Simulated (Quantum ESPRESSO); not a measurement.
# Fixed-spin-moment curve of SrVO3, part 2 of 2

Aim: the energy of SrVO3 as a function of the total spin moment of its primitive cell.

Quantum ESPRESSO 7.5; PBE with U = 2.56 eV on V d (ortho-atomic projectors); plane waves with GBRV 1.5 PBE potentials, no spin-orbit coupling.

So far: Starting point; The free run; Moment fixed at 0 μB; Moment fixed at 0.16 μB.

### Step 5. Moment fixed at 0.32 μB

pw.in reads:

```
&CONTROL
  calculation = 'scf'
  prefix = 'pwscf'
  outdir = './tmp'
  pseudo_dir = './pseudo'
  disk_io = 'nowf'
  tprnfor = .true.
  tstress = .true.
/
&SYSTEM
  ibrav = 0
  celldm(1) = 8
  nat = 5
  ntyp = 3
  ecutwfc = 24
  ecutrho = 168
  nbnd = 31
  occupations = 'smearing'
  smearing = 'fd'
  degauss = 0.00734986
  nspin = 2
  starting_magnetization(1) = 0
  starting_magnetization(2) = 0.0246
  starting_magnetization(3) = 0
  tot_magnetization = 0.32
/
&ELECTRONS
  conv_thr = 1d-08
  electron_maxstep = 150
  mixing_beta = 0.3
  mixing_ndim = 4
/
ATOMIC_SPECIES
Sr     87.6200 sr_pbe_v1.uspp.F.UPF
V      50.9415 v_pbe_v1.4.uspp.F.UPF
O      15.9990 o_pbe_v1.2.uspp.F.UPF
CELL_PARAMETERS alat
   0.9072811340094    0.0000000000000    0.0000000000000
   0.0000000000000    0.9072811340094    0.0000000000000
   0.0000000000000    0.0000000000000    0.9072811340094
ATOMIC_POSITIONS crystal
Sr      0.5000000000    0.5000000000    0.5000000000
V       0.0000000000    0.0000000000    0.0000000000
O       0.5000000000    0.0000000000    0.0000000000
O       0.0000000000    0.5000000000    0.0000000000
O       0.0000000000    0.0000000000    0.5000000000
K_POINTS automatic
6 6 6 0 0 0
HUBBARD {ortho-atomic}
U V-3d 2.5600
```

Command:

```sh
$ OMP_NUM_THREADS=1 mpirun -n 2 pw.x -nk 2 -in pw.in > pw.out
```

Output:

```text
     [... lines left out ...]
Program PWSCF v.7.5 starts
     [... lines left out ...]
     number of atoms/cell      =            5
     [... lines left out ...]
     number of electrons       =        41.00 (up:  20.66, down:  20.34)
     number of Kohn-Sham states=           31
     kinetic-energy cutoff     =      24.0000  Ry
     charge density cutoff     =     168.0000  Ry
     scf convergence threshold =      1.0E-08
     [... lines left out ...]
     48 Sym. Ops., with inversion, found
     [... lines left out ...]
     number of k points=    20  Fermi-Dirac smearing, width (Ry)=  0.0073
     [... lines left out ...]
     iteration # 12     ecut=    24.00 Ry     beta= 0.30
     [... lines left out ...]
     Magnetic moment per site  (integrated on atomic sphere of radius R)
     atom   1 (R=0.265)  charge=  7.5522  magn= -0.0003
     atom   2 (R=0.187)  charge=  9.5359  magn=  0.2943
     atom   3 (R=0.187)  charge=  5.3510  magn= -0.0213
     atom   4 (R=0.187)  charge=  5.3510  magn= -0.0213
     atom   5 (R=0.187)  charge=  5.3510  magn= -0.0213
     [... lines left out ...]
     Tr[ns(  2)] (up, down, total) =   1.86536  1.46627  3.33163
     [... lines left out ...]
     the spin up/dw Fermi energies are    12.4788   12.7982 ev
!    total energy              =    -312.13980963 Ry
     estimated scf accuracy    <          1.8E-09 Ry
     smearing contrib. (-TS)   =      -0.00426763 Ry
     [... lines left out ...]
     total magnetization       =     0.32 Bohr mag/cell
     absolute magnetization    =     0.47 Bohr mag/cell
     convergence has been achieved in  12 iterations
     [... lines left out ...]
     Total force =     0.000000     Total SCF correction =     0.000000
     [... lines left out ...]
          total   stress  (Ry/bohr**3)                   (kbar)     P=     -657.87
     [... lines left out ...]
```

It took 26 s on 2 MPI ranks of Intel Xeon Platinum 8175M at 2.50GHz (Skylake/Cascade Lake), shared host; peak memory 0.19 GiB; 51 s of CPU time.

Numbers from this step:

- magnetization: 0.32 μB
- absolute magnetization: 0.466 μB
- half the difference of the two Fermi energies: -159.7 meV
- largest moment: 0.2943 μB

### Step 6. An input with a fault

As a test, an input with a fault in it is run.

Changes to pw.in since step 5:

```diff
@@ -11,3 +11,2 @@
   ibrav = 0
-  celldm(1) = 8
   nat = 5
@@ -19,8 +18,7 @@
   smearing = 'fd'
-  degauss = 0.00734986
+  degauss = 0.07349864
   nspin = 2
   starting_magnetization(1) = 0
-  starting_magnetization(2) = 0.0246
+  starting_magnetization(2) = 0.1538
   starting_magnetization(3) = 0
-  tot_magnetization = 0.32
 /
@@ -28,3 +26,3 @@
   conv_thr = 1d-08
-  electron_maxstep = 150
+  electron_maxstep = 50
   mixing_beta = 0.3
@@ -36,6 +34,6 @@
 O      15.9990 o_pbe_v1.2.uspp.F.UPF
-CELL_PARAMETERS alat
-   0.9072811340094    0.0000000000000    0.0000000000000
-   0.0000000000000    0.9072811340094    0.0000000000000
-   0.0000000000000    0.0000000000000    0.9072811340094
+CELL_PARAMETERS angstrom
+   3.8409000000    0.0000000000    0.0000000000
+   0.0000000000    3.8409000000    0.0000000000
+   0.0000000000    0.0000000000    3.8409000000
 ATOMIC_POSITIONS crystal
```

Output:

```text
[banner, memory and clock lines left out]
Program PWSCF v.7.5 starts

     Message from routine setup:
     using ibrav=0 with symmetry is DISCOURAGED, use correct ibrav instead

     bravais-lattice index     =            0
     lattice parameter (alat)  =       7.2582  a.u.
     unit-cell volume          =     382.3804 (a.u.)^3
     number of atoms/cell      =            5
     number of atomic types    =            3
     number of electrons       =        41.00
     number of Kohn-Sham states=           31
     kinetic-energy cutoff     =      24.0000  Ry
     charge density cutoff     =     168.0000  Ry
     scf convergence threshold =      1.0E-08
     mixing beta               =       0.3000
     number of iterations used =            4  plain     mixing
     Exchange-correlation= SLA  PW   PBE  PBE
                           (   1   4   3   4   0   0   0)
     Hubbard projectors: ortho-atomic
     Hubbard parameters of DFT+U (Dudarev formulation) in eV:
     U(V-3d) =  2.5600

     Internal variables: lda_plus_u =T, lda_plus_u_kind = 0

     Internal variables: orbital_resolved =F, hub_pot_fix =F, apply_U = F

     [... lines left out ...]
     PseudoPot. # 1 for Sr read from file:
     sr_pbe_v1.uspp.F.UPF
     Pseudo is Ultrasoft + core correction, Zval = 10.0

     PseudoPot. # 2 for V  read from file:
     v_pbe_v1.4.uspp.F.UPF
     Pseudo is Ultrasoft + core correction, Zval = 13.0

     PseudoPot. # 3 for O  read from file:
     o_pbe_v1.2.uspp.F.UPF
     Pseudo is Ultrasoft + core correction, Zval =  6.0

     atomic species   valence    mass     pseudopotential
     Sr               10.00    87.62000     Sr( 1.00)
     V                13.00    50.94150     V ( 1.00)
     O                 6.00    15.99900     O ( 1.00)

     Starting magnetic structure
     atomic species   magnetization
     Sr              0.000
     V               0.154
     O               0.000

     48 Sym. Ops., with inversion, found

   Cartesian axes

     site n.     atom                  positions (alat units)
         1        Sr     tau(   1) = (   0.5000000   0.5000000   0.5000000  )
         2        V      tau(   2) = (   0.0000000   0.0000000   0.0000000  )
         3        O      tau(   3) = (   0.5000000   0.0000000   0.0000000  )
         4        O      tau(   4) = (   0.0000000   0.5000000   0.0000000  )
         5        O      tau(   5) = (   0.0000000   0.0000000   0.5000000  )

     number of k points=    20  Fermi-Dirac smearing, width (Ry)=  0.0735

     Dense  grid:    13997 G-vectors     FFT dimensions: (  30,  30,  30)

     Smooth grid:     6043 G-vectors     FFT dimensions: (  24,  24,  24)

     Check: negative core charge=   -0.000010
     Generating pointlists ...
     new r_m :   0.2917 (alat units)  2.1171 (a.u.) for type    1
     new r_m :   0.2063 (alat units)  1.4970 (a.u.) for type    2
     new r_m :   0.2063 (alat units)  1.4970 (a.u.) for type    3

     Initial potential from superposition of free atoms

     starting charge      40.9651, renormalised to      41.0000

     negative rho (up, down):  3.476E-02 3.433E-02

     STARTING HUBBARD OCCUPATIONS:

     =================== HUBBARD OCCUPATIONS ===================
     ------------------------ ATOM    2 ------------------------
     Tr[ns(  2)] (up, down, total) =   3.00000  0.00000  3.00000
     Atomic magnetic moment for atom   2 =   3.00000
     [... lines left out ...]
     Number of occupied Hubbard levels =    3.0000

     Atomic wfc used for Hubbard projectors are orthogonalized

     Starting wfcs are   35 randomized atomic wfcs

     Self-consistent Calculation

     iteration #  1     ecut=    24.00 Ry     beta= 0.30
     Davidson diagonalization with overlap
     ethr =  1.00E-02,  avg # of iterations =  2.1

     =================== HUBBARD OCCUPATIONS ===================
     ------------------------ ATOM    2 ------------------------
     Tr[ns(  2)] (up, down, total) =   1.61194  0.60464  2.21658
     Atomic magnetic moment for atom   2 =   1.00730
     [... lines left out ...]
     Number of occupied Hubbard levels =    2.2166

     negative rho (up, down):  3.514E-02 3.525E-02

     total energy              =    -311.92666658 Ry
     estimated scf accuracy    <       1.84091068 Ry

     total magnetization       =     0.87 Bohr mag/cell
     absolute magnetization    =     1.13 Bohr mag/cell

     [... further iterations left out ...]

     iteration # 20     ecut=    24.00 Ry     beta= 0.30
     Davidson diagonalization with overlap
     ethr =  2.53E-11,  avg # of iterations =  2.0

     negative rho (up, down):  3.693E-02 3.693E-02

     Magnetic moment per site  (integrated on atomic sphere of radius R)
     atom   1 (R=0.292)  charge=  7.5589  magn= -0.0000
     atom   2 (R=0.206)  charge=  9.6062  magn= -0.0034
     atom   3 (R=0.206)  charge=  5.3417  magn=  0.0001
     atom   4 (R=0.206)  charge=  5.3417  magn=  0.0001
     atom   5 (R=0.206)  charge=  5.3417  magn=  0.0001

     End of self-consistent calculation

     =================== HUBBARD OCCUPATIONS ===================
     ------------------------ ATOM    2 ------------------------
     Tr[ns(  2)] (up, down, total) =   1.66651  1.67090  3.33741
     Atomic magnetic moment for atom   2 =  -0.00439
     [... lines left out ...]
     Number of occupied Hubbard levels =    3.3374

     [... lines left out ...]
     the Fermi energy is    12.4911 ev

!    total energy              =    -312.33193875 Ry
     estimated scf accuracy    <          6.5E-09 Ry
     smearing contrib. (-TS)   =      -0.39658046 Ry
     internal energy E=F+TS    =    -311.93535829 Ry

     The total energy is F=E-TS. E is the sum of the following terms:
     one-electron contribution =     -94.68876185 Ry
     hartree contribution      =      71.01900042 Ry
     xc contribution           =     -59.96264526 Ry
     ewald contribution        =    -228.51147797 Ry
     Hubbard energy            =       0.20852638 Ry

     total magnetization       =    -0.00 Bohr mag/cell
     absolute magnetization    =     0.00 Bohr mag/cell

     convergence has been achieved in  20 iterations

     negative rho (up, down):  3.693E-02 3.693E-02

     Forces acting on atoms (cartesian axes, Ry/au):

     atom    1 type  1   force =     0.00000000    0.00000000    0.00000000
     atom    2 type  2   force =     0.00000000    0.00000000    0.00000000
     atom    3 type  3   force =     0.00000000    0.00000000    0.00000000
     atom    4 type  3   force =     0.00000000    0.00000000    0.00000000
     atom    5 type  3   force =     0.00000000    0.00000000    0.00000000

     Total force =     0.000000     Total SCF correction =     0.000000

     Computing stress (Cartesian axis) and pressure

     negative rho (up, down):  3.693E-02 3.693E-02
          total   stress  (Ry/bohr**3)                   (kbar)     P=     -551.69
  -0.00375031   0.00000000   0.00000000         -551.69        0.00        0.00
   0.00000000  -0.00375031   0.00000000            0.00     -551.69        0.00
   0.00000000   0.00000000  -0.00375031            0.00        0.00     -551.69
```

It took 40 s on 2 MPI ranks; peak memory 0.19 GiB.

The run converged, but its input is faulty, so its numbers are not to be trusted.

The fault in the input: a smearing of electronvolts.

The two runs compared:

```
                   quantity   this run  same start on sound input  difference
        largest moment (μB)  0.0033578                    0.90186      -0.899
         magnetization (μB)          0                          1          -1
absolute magnetization (μB)          0                      1.403       -1.40
```

The two runs differ clearly in the largest moment: 0.00336 μB against 0.902 μB.

### Step 7. The curve

The runs not shown differ in the target, the start and the number of states alone. The point at 1.00 μB is the free run, entered with slope zero.

Table of energy over the lowest by total spin moment:

```
total spin moment (μB a cell)  energy over the lowest (meV a cell)
                        0.000                                  190
                        0.160                                  183
                        0.320                                  164
                        0.480                                  133
                        0.640                                 96.3
                        0.800                                 52.9
                        0.960                                 8.52
                        1.000                                    0
                        1.120                                 96.2
                        1.280                                  245
                        1.440                                  406
                        1.600                                  578
```

Table of dE/dM by total spin moment:

```
total spin moment (μB a cell)  dE/dM (meV/μB)
                        0.000        -0.00842
                        0.160           -83.2
                        0.320            -160
                        0.480            -213
                        0.640            -251
                        0.800            -285
                        0.960            -254
                        1.000               0
                        1.120             874
                        1.280             972
                        1.440            1043
                        1.600            1105
```

The largest site moment by total spin moment:

```
total spin moment (μB a cell)  largest site moment (μB)
                        0.000                    1.5e-5
                        0.160                     0.148
                        0.320                     0.294
                        0.480                     0.440
                        0.640                     0.583
                        0.800                     0.725
                        0.960                     0.867
                        1.000                     0.902
                        1.120                     0.933
                        1.280                     0.976
                        1.440                      1.02
                        1.600                      1.06
```

### Step 8. Summary of results

| Item | Value |
| --- | --- |
| moment of the free run | 1.00 μB a cell |
| energy at zero total moment | 190 meV a cell over the lowest |

**Reading.** At zero total moment the site moments vanish, so the 190 meV a cell is the energy of forming them, the change of the Hubbard energy included. The points show one minimum alone. The free run has a whole-number moment, and the slope goes from -254 to 874 meV/μB between its neighbours: a kink, as where a spin channel has a gap, so no stiffness is given. The cell holds one seeded atom, so opposed orders, which may lie lower, cannot form in it. Energies are free energies at an electronic temperature of 1160 K, which lowers moments and differences where the moments are itinerant. The cutoff lies under the 40 Ry that these files are usually run at. The pressure suffers first from an incomplete basis and comes out too low. The smearing term is large for its width, so states at the Fermi level are partly filled: at this level the cell is a metal or has a gap of a few widths at most. Degenerate orbitals of a corrected shell are partly filled. Whether a state of lower symmetry lies under this one was not tested; under a U it often does.

[Logs and program files are shortened in this print: banners, set-up blocks, solver, clock and traceback lines can be left out without a mark of their own.]

[Logs are printed without paths, hosts, clocks, repeated set-up lines and the standing remarks that a program may print on its own settings, such as how far it seeks lower states.]

[Hosts, paths, dates, database ids (printed as entryN), source tags and the programs' standing remarks are cut or masked in the printed files.]

[Where a cell is said to come from a database of computed structures, the database is the Materials Project.]
